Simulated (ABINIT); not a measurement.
# A GW chain in ABINIT: Sr2H3I (P-3m1), part 2 of 3

Aim: the G0W0 gap of Sr2H3I (P-3m1) on LDA, step by step.

ABINIT 10.8.3; LDA and many-body steps on it, plane waves. Known limits of the many-body steps: not at the basis limit; no spin-orbit coupling; coarse k mesh.

So far. Step 2 (Ground state): The gap is indirect, with the least direct gap 0.57 eV higher.

## Step 3: Bands along the symmetry lines

Level of this step: DFT, LDA, plane waves, norm-conserving pseudopotentials (ABINIT).

Levels along a band path, at the cheap level, show where the edges lie and whether the meshes to come will hold them.

run.abi

```
acell 3*1.0 Angstrom
rprim 
  4.242728767114 -0.000000000028 0.000000000000
  -2.121364383533 3.674310893702 0.000000000000
  0.000000000000 0.000000000000 7.682747430000
ntypat 3
znucl 38 1 53
natom 6
typat 1 1 2 2 2 3
xred 
  0.666666666667 0.333333333333 0.678655290000
  0.333333333333 0.666666666667 0.321344710000
  0.000000000000 0.000000000000 0.500000000000
  0.666666666667 0.333333333333 0.357251500000
  0.333333333333 0.666666666667 0.642748500000
  0.000000000000 0.000000000000 0.000000000000
pp_dirpath "pseudos"
pseudos "Sr.upf, H.upf, I.upf"
ecut 31
iscf -2
irdden 1
kptopt 0
nkpt 75
kpt 
  0.00000000 0.00000000 0.00000000
  0.06250000 0.00000000 0.00000000
  0.12500000 0.00000000 0.00000000
  0.18750000 0.00000000 0.00000000
  0.25000000 0.00000000 0.00000000
  0.31250000 0.00000000 0.00000000
  0.37500000 0.00000000 0.00000000
  0.43750000 0.00000000 0.00000000
  0.50000000 0.00000000 0.00000000
  0.47916667 0.04166667 0.00000000
  0.45833333 0.08333333 0.00000000
  0.43750000 0.12500000 0.00000000
  0.41666666 0.16666666 0.00000000
  0.39583333 0.20833333 0.00000000
  0.37500000 0.25000000 0.00000000
  0.35416666 0.29166666 0.00000000
  0.33333333 0.33333333 0.00000000
  0.29166666 0.29166666 0.00000000
  0.25000000 0.25000000 0.00000000
  0.20833333 0.20833333 0.00000000
  0.16666666 0.16666666 0.00000000
  0.12500000 0.12500000 0.00000000
  0.08333333 0.08333333 0.00000000
  0.04166667 0.04166667 0.00000000
  0.00000000 0.00000000 0.00000000
  0.00000000 0.00000000 0.06250000
  0.00000000 0.00000000 0.12500000
  0.00000000 0.00000000 0.18750000
  0.00000000 0.00000000 0.25000000
  0.00000000 0.00000000 0.31250000
  0.00000000 0.00000000 0.37500000
  0.00000000 0.00000000 0.43750000
  0.00000000 0.00000000 0.50000000
  0.06250000 0.00000000 0.50000000
  0.12500000 0.00000000 0.50000000
  0.18750000 0.00000000 0.50000000
  0.25000000 0.00000000 0.50000000
  0.31250000 0.00000000 0.50000000
  0.37500000 0.00000000 0.50000000
  0.43750000 0.00000000 0.50000000
  0.50000000 0.00000000 0.50000000
  0.47916667 0.04166667 0.50000000
  0.45833333 0.08333333 0.50000000
  0.43750000 0.12500000 0.50000000
  0.41666666 0.16666666 0.50000000
  0.39583333 0.20833333 0.50000000
  0.37500000 0.25000000 0.50000000
  0.35416666 0.29166666 0.50000000
  0.33333333 0.33333333 0.50000000
  0.29166666 0.29166666 0.50000000
  0.25000000 0.25000000 0.50000000
  0.20833333 0.20833333 0.50000000
  0.16666666 0.16666666 0.50000000
  0.12500000 0.12500000 0.50000000
  0.08333333 0.08333333 0.50000000
  0.04166667 0.04166667 0.50000000
  0.00000000 0.00000000 0.50000000
  0.50000000 0.00000000 0.50000000
  0.50000000 0.00000000 0.43750000
  0.50000000 0.00000000 0.37500000
  0.50000000 0.00000000 0.31250000
  0.50000000 0.00000000 0.25000000
  0.50000000 0.00000000 0.18750000
  0.50000000 0.00000000 0.12500000
  0.50000000 0.00000000 0.06250000
  0.50000000 0.00000000 0.00000000
  0.33333333 0.33333333 0.50000000
  0.33333333 0.33333333 0.43750000
  0.33333333 0.33333333 0.37500000
  0.33333333 0.33333333 0.31250000
  0.33333333 0.33333333 0.25000000
  0.33333333 0.33333333 0.18750000
  0.33333333 0.33333333 0.12500000
  0.33333333 0.33333333 0.06250000
  0.33333333 0.33333333 0.00000000
istwfk *1
nband 22
nbdbuf 2
tolwfr 1e-08
nstep 40
prtwf 0
prtvol 0
indata_prefix "in"
outdata_prefix "out"
tmpdata_prefix "tmp"
```

Launch:

```
OMP_NUM_THREADS=1 mpirun -n 4 abinit run.abi > log
```

Numbers of over 12 decimals in the logs are rounded to 6 here.

The log of the run:

```text
.Version 10.8.3 of ABINIT. v10.8.2 released Aug 2026.

 Symmetries : space group P-3 m 1 (#164); Bravais hP (primitive hexag.)
[... echo of the input left out ...]
== DATASET  1 ==================================================================
-   mpi_nproc: 4, omp_nthreads: 1 (-1 if OMP is not activated)

--- !DatasetInfo
iteration_state: {dtset: 1, }
dimensions: {natom: 6, nkpt: 75, mband: 22, nsppol: 1, nspinor: 1, nspden: 1, mpw: 6702, }
cutoff_energies: {ecut:  31.0, pawecutdg:  -1.0, }
electrons: {nelect:   3.00000000E+01, charge:   0.00000000E+00, occopt:   1.00000000E+00, tsmear:   1.00000000E-02, }

 Real(R)+Recip(G) space primitive vectors, cartesian coordinates (Bohr,Bohr^-1):
 R(1)=  8.0175954  0.0000000  0.0000000  G(1)=  0.1247257  0.0720104  0.0000000
 R(2)= -4.0087977  6.9434413  0.0000000  G(2)=  0.0000000  0.1440208  0.0000000
 R(3)=  0.0000000  0.0000000 14.5182885  G(3)=  0.0000000  0.0000000  0.0688786
 Unit cell volume ucvol=  8.0822881E+02 bohr^3
 Angles (23,13,12)=  9.00000000E+01  9.00000000E+01  1.20000000E+02 degrees

 getcut: wavevector=  0.0000  0.0000  0.0000  ngfft=  45  45  75
         ecut(hartree)=     31.000   => boxcut(ratio)=   2.03362

--- Pseudopotential description ------------------------------------------------
- Sr Generated using ONCVPSP code by D. R. Hamann
- 38.00000  10.00000  180309                  znucl, zion, pspdat
12 -1012 2 -1 1812                            pspcod,pspxc,lmax,lloc,mmax
     nproj     2     2     2
  pspatm : epsatm=   12.22067766
         --- l  ekb(1:nproj) -->
             0   10.067142    1.054393
             1    7.520551    1.675795
             2    4.085003    0.971115
 pspatm: atomic psp has been read  and splines computed

- H Generated using ONCVPSP code by D. R. Hamann
-  1.00000   1.00000  180309                  znucl, zion, pspdat
12 -1012 1 -1 1180                            pspcod,pspxc,lmax,lloc,mmax
     nproj     2     1     0
  pspatm : epsatm=    0.35439867
         --- l  ekb(1:nproj) -->
[...]
1   -0.275071
 pspatm: atomic psp has been read  and splines computed

- I Generated using ONCVPSP code by D. R. Hamann
- 53.00000   7.00000  180309                  znucl, zion, pspdat
12 -1012 2 -1 1182                            pspcod,pspxc,lmax,lloc,mmax
     nproj     2     2     2
  pspatm : epsatm=   17.18700033
         --- l  ekb(1:nproj) -->
[...]
pspatm: atomic psp has been read  and splines computed

--------------------------------------------------------------------------------

================================================================================
 prteigrs : about to open file out_EIG
 Non-SCF case, kpt    1 (  0.00000  0.00000  0.00000), residuals and eigenvalues=
  5.34E-09  2.35E-09  2.84E-09  1.28E-09  2.47E-09  2.76E-09  4.37E-09  7.14E-09
[...]
2.9238E-01  3.0099E-01  3.1782E-01  3.3609E-01
[...]
Non-SCF case, kpt   74 (  0.33333  0.33333  0.06250), residuals and eigenvalues=
[...]
Non-SCF case, kpt   75 (  0.33333  0.33333  0.00000), residuals and eigenvalues=
[...]
--- !ResultsGS
iteration_state: {dtset: 1, }
comment   : Summary of ground state results
lattice_vectors:
- [  8.0175954,  -0.0000000,   0.0000000, ]
- [ -4.0087977,   6.9434413,   0.0000000, ]
- [  0.0000000,   0.0000000,  14.5182885, ]
lattice_lengths: [   8.01760,    8.01760,   14.51829, ]
lattice_angles: [ 90.000,  90.000, 120.000, ] # degrees, (23, 13, 12)
lattice_volume:   8.0822881E+02
convergence: {deltae:  0.000E+00, res2:  0.000E+00, residm:  9.993E-09, diffor:  0.000E+00, }
etotal    :  -8.34796165E+01
entropy   :   0.00000000E+00
fermie    :   1.83529063E-01
cartesian_stress_tensor: null
pressure_GPa: null
xred      :
- [  6.6667E-01,   3.3333E-01,   6.7866E-01, Sr]
- [  3.3333E-01,   6.6667E-01,   3.2134E-01, Sr]
- [  0.0000E+00,   0.0000E+00,   5.0000E-01,  H]
- [  6.6667E-01,   3.3333E-01,   3.5725E-01,  H]
- [  3.3333E-01,   6.6667E-01,   6.4275E-01,  H]
- [  0.0000E+00,   0.0000E+00,   0.0000E+00,  I]
cartesian_forces: null
force_length_stats: {min: null, max: null, mean: null, }

 Integrated electronic density in atomic spheres:
 ------------------------------------------------
 Atom  Sphere_radius  Integrated_density
[...]
================================================================================

 ----iterations are completed or convergence reached----

 Mean square residual over all n,k,spin=   52.193E-10; max=  99.930E-10
 reduced coordinates (array xred) for    6 atoms
[...]
0.333333333333      0.666666666667      0.642748500000
       0.000000000000      0.000000000000      0.000000000000

 cartesian coordinates (angstrom) at end:
[...]
5      1.6e-11     2.449541     4.938074
    6      0.000000     0.000000     0.000000
 length scales=  1.889726125908  1.889726125908  1.889726125908 bohr
              =  1.000000000000  1.000000000000  1.000000000000 angstroms
 prteigrs : about to open file out_EIG
 Eigenvalues (hartree) for nkpt=  75  k points:
 kpt#   1, nband= 22, wtk=  1.00000, kpt=  0.0000  0.0000  0.0000 (reduced coord)
[...]
kpt#   2, nband= 22, wtk=  1.00000, kpt=  0.0625  0.0000  0.0000 (reduced coord)
[...]
kpt#   3, nband= 22, wtk=  1.00000, kpt=  0.1250  0.0000  0.0000 (reduced coord)
[...]
kpt#  74, nband= 22, wtk=  1.00000, kpt=  0.3333  0.3333  0.0625 (reduced coord)
[...]
0.25304    0.29618    0.34212    0.35478    0.35478    0.39755
 kpt#  75, nband= 22, wtk=  1.00000, kpt=  0.3333  0.3333  0.0000 (reduced coord)
  -1.10829   -1.10829   -0.45664   -0.45664   -0.45445   -0.44725   -0.44626   -0.44626
  -0.30959    0.02489    0.02489    0.04263    0.08068    0.08608    0.08608    0.25212
   0.25212    0.29657    0.34190    0.35515    0.35515    0.40069

== END DATASET(S) ==============================================================
================================================================================

 -outvars: echo values of variables after computation  --------
            nband          22
             nkpt          75
          spgroup         164
 [... the other variables as echoed above ...]

 Calculation completed.
```

The job ended after 72 s (4 MPI ranks of Arm Neoverse V1, shared host; peak memory 0.46 GiB).

This step gave:

| Item | Value |
| --- | --- |
| gap | 1.753 eV |
| k of the valence top | 0, 0, 0.5 |
| k of the conduction bottom | 0.1667, 0.1667, 0.5 |
| least direct gap | 2.319 eV |

The gap is 1.753 eV, as in the run before at this level.

Electronic bands along the path, in eV, zero at the top of the highest filled band:

```csv
point,band 12,band 13,band 14,band 15,band 16,band 17,band 18,band 19
Γ,-2.51,-2.49,-2.49,-0.12,2.57,2.66,2.66,2.73
halfway,-3.55,-2.78,-2.72,-1.41,2.91,2.92,2.96,3.18
M,-3.04,-3.01,-2.77,-2.76,2.30,3.02,3.19,3.25
halfway,-3.59,-2.92,-2.73,-2.63,1.94,2.60,2.99,3.79
K,-3.83,-2.80,-2.65,-2.65,1.87,1.87,3.08,4.31
halfway,-3.58,-3.05,-2.72,-1.63,2.69,2.95,3.02,3.03
Γ,-2.51,-2.49,-2.49,-0.12,2.57,2.66,2.66,2.73
halfway,-2.71,-2.50,-2.50,-0.06,2.51,2.53,2.53,2.97
A,-3.15,-2.51,-2.51,0.00,2.32,2.44,2.44,3.28
halfway,-3.23,-2.88,-2.79,-1.55,1.90,2.63,2.94,3.61
L,-3.22,-3.03,-2.90,-2.48,1.89,2.38,2.83,3.58
halfway,-3.53,-3.09,-2.88,-2.52,2.42,2.61,2.76,3.69
H,-3.91,-2.85,-2.85,-2.67,2.80,2.82,2.82,4.00
halfway,-3.28,-3.01,-2.82,-1.77,1.75,3.13,3.23,3.34
A,-3.15,-2.51,-2.51,0.00,2.32,2.44,2.44,3.28
jump to L,-3.22,-3.03,-2.90,-2.48,1.89,2.38,2.83,3.58
halfway,-3.06,-3.04,-2.95,-2.57,2.17,2.65,3.00,3.09
M,-3.04,-3.01,-2.77,-2.76,2.30,3.02,3.19,3.25
jump to H,-3.91,-2.85,-2.85,-2.67,2.80,2.82,2.82,4.00
halfway,-3.87,-2.75,-2.75,-2.73,2.24,2.24,2.94,4.42
K,-3.83,-2.80,-2.65,-2.65,1.87,1.87,3.08,4.31
```

## Step 4: Empty states on the mesh, 3×3×2 mesh, 176 bands

The sums over transitions need many empty states on a uniform mesh; this step solves for them.

run.abi

```
acell 3*1.0 Angstrom
rprim 
  4.242728767114 -0.000000000028 0.000000000000
  -2.121364383533 3.674310893702 0.000000000000
  0.000000000000 0.000000000000 7.682747430000
ntypat 3
znucl 38 1 53
natom 6
typat 1 1 2 2 2 3
xred 
  0.666666666667 0.333333333333 0.678655290000
  0.333333333333 0.666666666667 0.321344710000
  0.000000000000 0.000000000000 0.500000000000
  0.666666666667 0.333333333333 0.357251500000
  0.333333333333 0.666666666667 0.642748500000
  0.000000000000 0.000000000000 0.000000000000
pp_dirpath "pseudos"
pseudos "Sr.upf, H.upf, I.upf"
ecut 31
ngkpt 3 3 2
nshiftk 1
shiftk 0 0 0
kptopt 1
chksymbreak 0
iscf -2
irdden 1
istwfk *1
nband 176
nbdbuf 16
tolwfr 1e-09
nstep 60
prtvol 0
indata_prefix "in"
outdata_prefix "out"
tmpdata_prefix "tmp"
```

The log of the run:

```text
.Version 10.8.3 of ABINIT. v10.8.2 released Aug 2026.

 Symmetries : space group P-3 m 1 (#164); Bravais hP (primitive hexag.)
[... echo of the input left out ...]
== DATASET  1 ==================================================================
-   mpi_nproc: 4, omp_nthreads: 1 (-1 if OMP is not activated)

--- !DatasetInfo
iteration_state: {dtset: 1, }
dimensions: {natom: 6, nkpt: 6, mband: 176, nsppol: 1, nspinor: 1, nspden: 1, mpw: 6684, }
cutoff_energies: {ecut:  31.0, pawecutdg:  -1.0, }
electrons: {nelect:   3.00000000E+01, charge:   0.00000000E+00, occopt:   1.00000000E+00, tsmear:   1.00000000E-02, }

 Real(R)+Recip(G) space primitive vectors, cartesian coordinates (Bohr,Bohr^-1):
 R(1)=  8.0175954  0.0000000  0.0000000  G(1)=  0.1247257  0.0720104  0.0000000
 R(2)= -4.0087977  6.9434413  0.0000000  G(2)=  0.0000000  0.1440208  0.0000000
 R(3)=  0.0000000  0.0000000 14.5182885  G(3)=  0.0000000  0.0000000  0.0688786
 Unit cell volume ucvol=  8.0822881E+02 bohr^3
 Angles (23,13,12)=  9.00000000E+01  9.00000000E+01  1.20000000E+02 degrees

 getcut: wavevector=  0.0000  0.0000  0.0000  ngfft=  45  45  75
         ecut(hartree)=     31.000   => boxcut(ratio)=   2.03362

--- Pseudopotential description ------------------------------------------------
- Sr Generated using ONCVPSP code by D. R. Hamann
- 38.00000  10.00000  180309                  znucl, zion, pspdat
12 -1012 2 -1 1812                            pspcod,pspxc,lmax,lloc,mmax
     nproj     2     2     2
  pspatm : epsatm=   12.22067766
         --- l  ekb(1:nproj) -->
             0   10.067142    1.054393
             1    7.520551    1.675795
             2    4.085003    0.971115
 pspatm: atomic psp has been read  and splines computed

- H Generated using ONCVPSP code by D. R. Hamann
-  1.00000   1.00000  180309                  znucl, zion, pspdat
12 -1012 1 -1 1180                            pspcod,pspxc,lmax,lloc,mmax
     nproj     2     1     0
  pspatm : epsatm=    0.35439867
         --- l  ekb(1:nproj) -->
[...]
1   -0.275071
 pspatm: atomic psp has been read  and splines computed

- I Generated using ONCVPSP code by D. R. Hamann
- 53.00000   7.00000  180309                  znucl, zion, pspdat
12 -1012 2 -1 1182                            pspcod,pspxc,lmax,lloc,mmax
     nproj     2     2     2
  pspatm : epsatm=   17.18700033
         --- l  ekb(1:nproj) -->
[...]
pspatm: atomic psp has been read  and splines computed

--------------------------------------------------------------------------------

================================================================================
 prteigrs : about to open file out_EIG
 Non-SCF case, kpt    1 (  0.00000  0.00000  0.00000), residuals and eigenvalues=
  8.24E-10  2.62E-10  6.60E-10  1.81E-10  5.49E-10  3.78E-10  1.40E-10  6.98E-10
  5.20E-10  1.91E-10  1.18E-10  2.21E-10  1.47E-10  2.61E-10  1.43E-10  1.68E-10
  1.51E-10  2.10E-10  1.60E-10  1.87E-10  1.63E-10  1.38E-10  2.46E-10  2.64E-10
[...]
-1.1097E+00 -1.1079E+00 -4.6108E-01 -4.4692E-01 -4.4692E-01 -4.4638E-01
 -4.4372E-01 -4.4372E-01 -3.2258E-01 -4.6092E-03  5.9492E-03  9.1165E-02
  9.2013E-02  9.2013E-02  1.7929E-01  2.7809E-01  2.8125E-01  2.8125E-01
[...]
2.3989E+00  2.4080E+00  2.4080E+00  2.4139E+00  2.4177E+00  2.4177E+00
  2.4402E+00  2.4472E+00  2.4472E+00  2.4660E+00  2.4664E+00  2.4713E+00
  2.4819E+00  2.4848E+00
 prteigrs : prtvol=0 or 1, do not print more k-points.

--- !ResultsGS
iteration_state: {dtset: 1, }
comment   : Summary of ground state results
lattice_vectors:
- [  8.0175954,  -0.0000000,   0.0000000, ]
- [ -4.0087977,   6.9434413,   0.0000000, ]
- [  0.0000000,   0.0000000,  14.5182885, ]
lattice_lengths: [   8.01760,    8.01760,   14.51829, ]
lattice_angles: [ 90.000,  90.000, 120.000, ] # degrees, (23, 13, 12)
lattice_volume:   8.0822881E+02
convergence: {deltae:  0.000E+00, res2:  0.000E+00, residm:  9.986E-10, diffor:  0.000E+00, }
etotal    :  -8.34796165E+01
entropy   :   0.00000000E+00
fermie    :   1.83529063E-01
cartesian_stress_tensor: null
pressure_GPa: null
xred      :
- [  6.6667E-01,   3.3333E-01,   6.7866E-01, Sr]
- [  3.3333E-01,   6.6667E-01,   3.2134E-01, Sr]
- [  0.0000E+00,   0.0000E+00,   5.0000E-01,  H]
- [  6.6667E-01,   3.3333E-01,   3.5725E-01,  H]
- [  3.3333E-01,   6.6667E-01,   6.4275E-01,  H]
- [  0.0000E+00,   0.0000E+00,   0.0000E+00,  I]
cartesian_forces: null
force_length_stats: {min: null, max: null, mean: null, }

 Integrated electronic density in atomic spheres:
 ------------------------------------------------
 Atom  Sphere_radius  Integrated_density
[...]
================================================================================

 ----iterations are completed or convergence reached----

 Mean square residual over all n,k,spin=   41.883E-11; max=  99.861E-11
 reduced coordinates (array xred) for    6 atoms
[...]
0.333333333333      0.666666666667      0.642748500000
       0.000000000000      0.000000000000      0.000000000000

 cartesian coordinates (angstrom) at end:
    1      2.121364     1.224770     5.213937
    2      1.6e-11     2.449541     2.468810
    3      0.000000     0.000000     3.841374
    4      2.121364     1.224770     2.744673
    5      1.6e-11     2.449541     4.938074
    6      0.000000     0.000000     0.000000
 length scales=  1.889726125908  1.889726125908  1.889726125908 bohr
              =  1.000000000000  1.000000000000  1.000000000000 angstroms
 prteigrs : about to open file out_EIG
 Eigenvalues (hartree) for nkpt=   6  k points:
 kpt#   1, nband=176, wtk=  0.05556, kpt=  0.0000  0.0000  0.0000 (reduced coord)
[...]
2.36258    2.37782    2.39885    2.40805    2.40805    2.41388    2.41774    2.41774
   2.44020    2.44722    2.44725    2.46598    2.46637    2.47130    2.48193    2.48475
 prteigrs : prtvol=0 or 1, do not print more k-points.

== END DATASET(S) ==============================================================
================================================================================

 -outvars: echo values of variables after computation  --------
            nband         176
             nkpt           6
          spgroup         164
 [... the other variables as echoed above ...]

 Calculation completed.
```

It took 98 s on 4 MPI ranks; peak memory 0.44 GiB; 6.5 min of CPU time.

This step gave:

| Quantity | Value |
| --- | --- |
| gap | 1.866 eV |
| k of the valence top | 0, 0, 0.5 |
| k of the conduction bottom | 0.3333, 0.3333, 0 |
| least direct gap | 2.319 eV |
| k points computed | 6 |
| lowest point of the top converged band, above the valence top | 56.8538 eV |

On this mesh the gap is 1.866 eV. The earlier step found 1.753 eV, so this mesh misses an edge.

(Continued in part 3 of 3.)

[Paths, hosts, dates, memory and timing lines, banners, echoed tables and standing remarks are left out of the program output.]

[Logs are printed without paths, hosts, clocks, repeated set-up lines and the standing remarks that a program may print on its own settings, such as how far it seeks lower states.]

[Runs of the session that timed out or met a known fault of the program may be left out.]

[Hosts, paths, dates, database ids (printed as entryN), source tags and the programs' standing remarks are cut or masked in the printed files.]

[G0W0 gaps are taken among the corrected bands and points alone; a level outside them can change the order at an edge.]

[Where Ansatz stands beside ABINIT at settings called matched, ABINIT's density can come from a denser mesh and the files from another edition; pairs whose starting gaps differed by over 0.03 eV were left out, so agreement reads better than it is.]
